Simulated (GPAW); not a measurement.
# Ballistic transport through CN in line between two Ta chains, cheap and dear, part 2 of 2

Aim: T(E), conductance and thermopower of CN in line between two Ta chains, and what cheaper settings cost in accuracy.

GPAW 26.7.0; GPAW LCAO, PAW setups; Landauer transmission from Green's functions with principal layers (ASE), zero bias.

So far, transmission at the Fermi level (one spin): step 2 (double-zeta polarised basis, PBE, GPAW) 2.00; step 3 (basis szp(dzp), PBE, GPAW) 1.99; step 4 (basis sz(dzp), PBE, GPAW) 2.00; step 5 (LDA) 2.00.

### Step 7. The levels side by side

The curves are compared point by point over the common energies.

This step: comparison of transmission and cost over codes and levels (GPAW 26.7.0).

Ladder, by row:

| step | code | T at the Fermi level (sum over the listed spins) | conductance (G0) | r.m.s. T(E) from the first | wall time (s) | peak memory (GiB) | threads |
| --- | --- | --- | --- | --- | --- | --- | --- |
| dzp | GPAW | 1.998 | 1.998 | 0 | 299.1 | 2.11 | 1 |
| szp | GPAW | 1.992 | 1.992 | 0.212 | 175.1 | 2.02 | 1 |
| sz | GPAW | 2 | 2 | 0.2958 | 142 | 1.93 | 1 |
| dzp-LDA | GPAW | 2.002 | 2.001 | 0.2051 | 256.8 | 2.11 | 1 |

The transmission, zone mean, sum over the listed spins by energy, zero at the Fermi level:

| energy (eV) | dzp | szp | sz | dzp-LDA |
| --- | --- | --- | --- | --- |
| -2.0000 | 1.84 | 1.81 | 1.82 | 1.84 |
| -1.7500 | 1.84 | 1.84 | 1.85 | 1.84 |
| -1.7000 | 2.03 | 1.84 | 1.86 | 1.87 |
| -1.5000 | 1.89 | 1.87 | 1.89 | 1.89 |
| -1.2500 | 1.91 | 1.91 | 1.93 | 1.91 |
| -1.0000 | 1.90 | 1.90 | 1.91 | 1.92 |
| -0.7500 | 1.89 | 1.90 | 1.91 | 1.91 |
| -0.5000 | 1.93 | 1.95 | 1.96 | 1.94 |
| -0.2500 | 1.98 | 1.98 | 1.99 | 1.98 |
| -0.0500 | 2.00 | 1.99 | 2.00 | 2.00 |
| 0.0000 | 2.00 | 1.99 | 2.00 | 2.00 |
| 0.2500 | 1.99 | 1.99 | 1.99 | 1.99 |
| 0.5000 | 1.98 | 1.98 | 1.98 | 1.98 |
| 0.7500 | 1.98 | 1.97 | 1.98 | 1.98 |
| 1.0000 | 1.96 | 1.96 | 1.98 | 1.97 |
| 1.2500 | 1.83 | 1.90 | 1.93 | 1.88 |
| 1.5000 | 0.0440 | 0.0380 | 0.0383 | 0.0382 |
| 1.7500 | 0.0403 | 0.0348 | 0.0348 | 0.0348 |
| 2.0000 | 0.0314 | 0.0296 | 0.0295 | 0.0260 |

### Step 8. Smearing 0.2: width = 0.2

Smearing helps the SCF of a metal converge, but it blurs occupations at band edges near the Fermi level.

This step: GPAW LCAO, PAW setups; Landauer transmission from Green's functions with principal layers (ASE), zero bias (GPAW 26.7.0).

Contents of run.py:

```python
import json
import numpy as np
from ase import Atoms
from ase.transport.calculators import TransportCalculator
from gpaw import GPAW, FermiDirac
from gpaw.lcao.tools import get_lcao_hamiltonian
from scipy.linalg import eigh

# The junction with lead layers at both ends, along the third cell vector
device = Atoms(
    ['Ta', 'Ta', 'Ta', 'Ta', 'Ta', 'Ta', 'Ta', 'C', 'N', 'Ta', 'Ta', 'Ta', 'Ta', 'Ta', 'Ta', 'Ta'],
    positions=[
        [4.50000, 4.50000, 1.20000],
        [4.50000, 4.50000, 3.60000],
        [4.50000, 4.50000, 6.00000],
        [4.50000, 4.50000, 8.40000],
        [4.50000, 4.50000, 10.80000],
        [4.50000, 4.50000, 13.20000],
        [4.50000, 4.50000, 15.60000],
        [4.50000, 4.50000, 17.34550],
        [4.50000, 4.50000, 18.52550],
        [4.50000, 4.50000, 20.24690],
        [4.50000, 4.50000, 22.64690],
        [4.50000, 4.50000, 25.04690],
        [4.50000, 4.50000, 27.44690],
        [4.50000, 4.50000, 29.84690],
        [4.50000, 4.50000, 32.24690],
        [4.50000, 4.50000, 34.64690]],
    cell=[[9.0, 0.0, 0.0], [0.0, 9.0, 0.0], [0.0, 0.0, 35.8469]],
    pbc=True)

# One principal layer of the lead: the first 5 atoms of the device
lead = Atoms(
    ['Ta', 'Ta', 'Ta', 'Ta', 'Ta'],
    positions=[
        [4.50000, 4.50000, 1.20000],
        [4.50000, 4.50000, 3.60000],
        [4.50000, 4.50000, 6.00000],
        [4.50000, 4.50000, 8.40000],
        [4.50000, 4.50000, 10.80000]],
    cell=[[9.0, 0.0, 0.0], [0.0, 9.0, 0.0], [0.0, 0.0, 12.0]],
    pbc=True)

settings = dict(mode='lcao', basis='dzp', xc='PBE', h=0.18,
                occupations=FermiDirac(0.2), maxiter=250,
                mixer=dict(beta=0.1, nmaxold=8, weight=100.0),
                convergence=dict(density=0.0001))
energies = np.arange(-2, 2 + 1e-9, 0.05)
eta = 0.0001
n1, n2 = 1, 1
# k and -k transmit alike, so half of the mesh across the current serves
mesh = [(i, j) for i in range(n1) for j in range(n2) if (i, j) <= (-i % n1, -j % n2)]
weights = np.array([1 if (i, j) == (-i % n1, -j % n2) else 2 for i, j in mesh]) / (n1 * n2)


def ground_state(atoms, size, txt):
    atoms.calc = GPAW(kpts={'size': size, 'gamma': True}, symmetry={'tolerance': 1e-3}, txt=txt, **settings)
    atoms.get_potential_energy()
    return atoms.calc.get_fermi_level()


def blocks(atoms, fermi, points, nz, cells):
    """H - E_F S and S between cell 0 and the cells above it, at each point across the current."""
    kz = np.arange(nz) / nz
    calc = atoms.calc.fixed_density(kpts=[(*k, z) for k in points for z in kz], symmetry='off', txt=None)
    H, S = get_lcao_hamiltonian(calc)
    H = (H - fermi * S).reshape(len(H), len(points), nz, *S.shape[1:])
    S = S.reshape(H.shape[1:])
    phases = [np.exp(-2j * np.pi * kz * R) / nz for R in cells]
    return [(np.einsum('skzij,z->ksij', H, p), np.einsum('kzij,z->kij', S, p)) for p in phases]


def pair(a, b):
    return np.block([[a, b], [b.T.conj(), a]])


def count_channels(h, s, cells, nk=240):
    """Half the number of times that the lead's bands cross each energy, unfolded to its shortest repeat."""
    b = len(h) // cells
    bands = []
    for k in (np.arange(nk + 1) + 0.5) / nk:
        hk, sk = h[:b, :b].copy(), s[:b, :b].copy()
        for R in range(1, cells):
            phase, block = np.exp(2j * np.pi * k * R), slice(R * b, (R + 1) * b)
            hk += h[:b, block] * phase + (h[:b, block] * phase).T.conj()
            sk += s[:b, block] * phase + (s[:b, block] * phase).T.conj()
        bands.append(eigh(hk, sk, eigvals_only=True))
    below = np.array(bands)[:, :, None] < energies
    return (below[1:] != below[:-1]).sum((0, 1)) / 2


fermi_lead = ground_state(lead, (1, 1, 10), 'lead.txt')
fermi_device = ground_state(device, (1, 1, 2), 'device.txt')
T, channels, eigen, tail, misfit, shifts = [], [], [], 0.0, 0.0, []
for first in range(0, len(mesh), 434):
    points = [(i / n1, j / n2) for i, j in mesh[first:first + 434]]
    (H0k, S0k), (H1k, S1k), (H2k, _) = blocks(lead, fermi_lead, points, 5, range(3))
    [(Hk, Sk)] = blocks(device, fermi_device, points, 2, [0])
    tail = max(tail, abs(H2k).max())
    for H0, S0, H1, S1, H, S in zip(H0k, S0k, H1k, S1k, Hk, Sk):
        n = len(S0)
        # Shift the lead onto the potential of the device's first layer
        shift = ((H[:, 0, 0] - H0[:, 0, 0]) / S0[0, 0]).real.mean()
        shifts.append(shift)
        misfit = max(misfit, abs(H[:, :n, :n] - H0 - shift * S0).max())
        Tk, Ck, Ek = [], [], []
        for s in range(len(H)):
            t = s % len(H0)  # a lead without moments serves both spins
            h1, s1 = pair(H0[t] + shift * S0, H1[t] + shift * S1), pair(S0, S1)
            leads = dict(h1=h1, s1=s1, energies=energies, eta=eta, eta1=eta, eta2=eta)
            calc = TransportCalculator(h=H[s], s=S, eigenchannels=3, **leads)
            Tk.append(calc.get_transmission())
            Ek.append(np.sort(calc.eigenchannels_ne, axis=0)[::-1])
            Ck.append(count_channels(h1, s1, 10))
        T.append(Tk)
        channels.append(Ck)
        eigen.append(Ek)
T, channels = np.array(T), np.array(channels)
mean, open_channels = np.einsum('kse,k->se', T, weights), np.einsum('kse,k->se', channels, weights)

print(f'basis functions: device {len(S)}, principal layer {n}')
print(f'Fermi level: lead {fermi_lead:.4f} eV, device {fermi_device:.4f} eV; lead shifted by {np.mean(shifts):.4f} eV')
print(f'largest coupling past the next layer {tail:.2e} eV, largest misfit of the first layer {misfit:.3f} eV')
print('  E-E_F (eV)   ' + 'T (one spin)  channels')
for e, t, c in zip(energies, mean.T, open_channels.T):
    print(f'{e:10.3f}  ', *[f'{x:11.4e}' for x in t], *[f'{x:9.4f}' for x in c])

kT = 8.617333e-5 * 200
fine = np.linspace(energies[0], energies[-1], 4001)
both = np.exp(np.interp(fine, energies, np.log(np.maximum(mean.sum(0) * 2 / len(mean), 1e-30))))
fermi = lambda mu: 1 / (1 + np.exp(np.clip((fine - mu) / kT, -200, 200)))
slope = fermi(0) * (1 - fermi(0)) / kT
G = np.trapezoid(both * slope, fine) / 2
seebeck = -np.trapezoid(both * slope * fine, fine) / (2 * G * 200) * 1e6
print(f'conductance at 200 K: {G:.5g} G0 a cell; thermopower {seebeck:.4g} uV/K')
bias = [0.1, 0.2, 0.5, 1.0, 1.5, 2.0]
current = [38.74 * np.trapezoid(both * (fermi(V / 2) - fermi(-V / 2)), fine) for V in bias]
for V, I in zip(bias, current):
    print(f'current from the zero-bias T(E) at {V} V: {I:.5g} uA')
zero = abs(energies).argmin()
json.dump(dict(energies=energies.tolist(), T=mean.tolist(), channels=open_channels.tolist(), G=G, seebeck=seebeck,
               bias=bias, current=current, tail=tail, misfit=misfit, shift=np.mean(shifts), n_device=len(S), n_lead=n,
               fermi=[fermi_lead, fermi_device], energy=device.get_potential_energy(),
               moments=device.get_magnetic_moments().tolist(), mesh=mesh, weights=weights.tolist(),
               T_k=T[:, :, zero].tolist(), eigen=np.array(eigen[0]).tolist()), open('result.json', 'w'))
```

Started as:

```bash
$ OMP_NUM_THREADS=1 OPENBLAS_NUM_THREADS=1 python run.py
```

What it wrote:

```text
basis functions: device 432, principal layer 145
Fermi level: lead -2.2843 eV, device -2.3327 eV; lead shifted by 0.0069 eV
largest coupling past the next layer 9.06e-08 eV, largest misfit of the first layer 0.146 eV
  E-E_F (eV)   T (one spin)  [channel counts left out]
    -2.000    1.8535e+00
    -1.950    1.8524e+00
    -1.900    1.8513e+00
    -1.850    1.8507e+00
    -1.800    1.8509e+00
    -1.750    1.8523e+00
    -1.700    1.9252e+00
    -1.650    1.8773e+00
    -1.600    1.8815e+00
    -1.550    1.8865e+00
    -1.500    1.8914e+00
    -1.450    1.8961e+00
    -1.400    1.9004e+00
    -1.350    1.9039e+00
    -1.300    1.9066e+00
    -1.250    1.9081e+00
[...]
1.650    4.3051e-02
     1.700    4.1864e-02
     1.750    4.0568e-02
     1.800    3.9149e-02
     1.850    3.7590e-02
     1.900    3.5904e-02
     1.950    3.4091e-02
     2.000    3.2174e-02
conductance at 200 K: 1.9892 G0 a cell; thermopower -0.04275 uV/K
current from the zero-bias T(E) at 0.1 V: 15.412 uA
current from the zero-bias T(E) at 0.2 V: 30.818 uA
current from the zero-bias T(E) at 0.5 V: 76.962 uA
current from the zero-bias T(E) at 1.0 V: 153.4 uA
current from the zero-bias T(E) at 1.5 V: 229.03 uA
current from the zero-bias T(E) at 2.0 V: 304.12 uA
```

Run time: 4.3 min. Hardware: 1 thread of Arm Neoverse V2, shared host; peak memory 2.1 GiB.

Numbers from this step:

```yaml
conductance: 1.989 G₀
largest_coupling_past_the_next_principal_layer: 9.06e-8 eV
largest_misfit_of_the_first_principal_layer: 0.1459 eV
shift_that_aligns_the_lead: 0.006856 eV
transmission_at_the_fermi_level_one_spin: 1.989
```

One spin. Transmission, zone mean against energy, zero at the Fermi level:

| energy (eV) | transmission, zone mean |
| --- | --- |
| -2.000 | 1.85 |
| -1.800 | 1.85 |
| -1.600 | 1.88 |
| -1.400 | 1.90 |
| -1.200 | 1.91 |
| -1.000 | 1.90 |
| -0.800 | 1.90 |
| -0.600 | 1.93 |
| -0.400 | 1.96 |
| -0.200 | 1.98 |
| 0.000 | 1.99 |
| 0.100 | 1.99 |
| 0.200 | 1.99 |
| 0.400 | 1.99 |
| 0.600 | 1.98 |
| 0.800 | 1.98 |
| 1.000 | 1.96 |
| 1.200 | 1.83 |
| 1.400 | 0.0481 |
| 1.600 | 0.0441 |
| 1.800 | 0.0391 |
| 2.000 | 0.0322 |

Not self-consistent under bias; the bias window is split evenly. Current through one cell, from the zero-bias transmission against bias:

| bias (V) | current through one cell, from the zero-bias transmission (μA) |
| --- | --- |
| 0.100 | 15.4 |
| 0.200 | 30.8 |
| 0.500 | 77.0 |
| 1.000 | 153 |
| 1.500 | 229 |
| 2.000 | 304 |

The transmission of the three most open eigenchannels by energy, zero at the Fermi level:

| energy (eV) | channel 1 | channel 2 | channel 3 |
| --- | --- | --- | --- |
| -2.000 | 0.922 | 0.922 | 0.0103 |
| -1.800 | 0.925 | 0.925 | 8.2e-4 |
| -1.600 | 0.930 | 0.930 | 0.0163 |
| -1.400 | 0.936 | 0.936 | 0.0223 |
| -1.200 | 0.937 | 0.937 | 0.0273 |
| -1.000 | 0.932 | 0.932 | 0.0318 |
| -0.800 | 0.930 | 0.930 | 0.0359 |
| -0.600 | 0.939 | 0.939 | 0.0394 |
| -0.400 | 0.953 | 0.953 | 0.0425 |
| -0.200 | 0.961 | 0.961 | 0.0449 |
| 0.000 | 0.963 | 0.963 | 0.0465 |
| 0.200 | 0.962 | 0.962 | 0.0470 |
| 0.400 | 0.961 | 0.961 | 0.0464 |
| 0.600 | 0.960 | 0.960 | 0.0448 |
| 0.800 | 0.960 | 0.960 | 0.0426 |
| 1.000 | 0.952 | 0.952 | 0.0402 |
| 1.200 | 0.891 | 0.891 | 0.0378 |
| 1.400 | 0.0356 | 0.0108 | 8.5e-4 |
| 1.600 | 0.0337 | 0.00936 | 5.6e-4 |
| 1.800 | 0.0317 | 0.00686 | 3.2e-4 |
| 2.000 | 0.0296 | 0.00233 | 1.2e-4 |

The conductance, 1.99 G₀, lies 0.4 % below that of the dzp run.

### Step 9. Another change of settings

A last run, with other settings again.

Edit run.py of step 8 so:

```diff
@@ -43,4 +43,4 @@
 
-settings = dict(mode='lcao', basis='dzp', xc='PBE', h=0.18,
-                occupations=FermiDirac(0.2), maxiter=250,
+settings = dict(mode='lcao', basis='dzp', xc='PBE0', h=0.18,
+                occupations=FermiDirac(0.1), maxiter=60,
                 mixer=dict(beta=0.1, nmaxold=8, weight=100.0),
```

What it wrote:

```text
gpaw.dft.LegacyGPAWError
```

It took 0.86 s on 1 thread; peak memory 0.24 GiB.

The input was rejected at the start.

The fault put into the input: an unknown or unserved functional (xc = "PBE0").

### Step 10. Outcome

| Quantity | Value |
| --- | --- |
| conductance | 2.00 G₀ |
| transmission at the Fermi level, mean of the spins | 2.00 |
| thermopower | about 0 (under 1.5 μV/K) |

In the dzp basis the junction conducts 2.00 G₀ at 200 K, with T = 2.00 a spin at the Fermi level; the sz basis reaches that conductance within 10 %. At the Fermi level the three most open eigenchannels pass 0.97, 0.97 and 0.048. Measured against the first run (dzp), the nearest curve is that of dzp-LDA (r.m.s. 0.21) and the farthest that of sz (0.30). Over the compared runs wall time goes from 142 s (sz) to 299 s (dzp), on a shared host. The geometry was built from estimated bond lengths and not relaxed, so the numbers describe this model structure. The run had no spin polarisation, so a magnetic state, which chains and small molecules with open shells often have, wasn't tested. Spin-orbit coupling is left out, which matters for the heavy atoms here. An evenly spaced straight chain is an idealisation: free chains tend to dimerise, zigzag or, where a band edge lies near the Fermi level, turn magnetic. The currents use the zero-bias T(E) throughout, which holds only while the bias is small against the distance to the nearest feature. The energy step is wider than the thermal energy, so the conductance and thermopower rest on interpolation of T(E).

[Logs are printed without paths, hosts, clocks, repeated set-up lines and the standing remarks that a program may print on its own settings, such as how far it seeks lower states.]

[Hosts, paths, dates, database ids (printed as entryN), source tags and the programs' standing remarks are cut or masked in the printed files.]
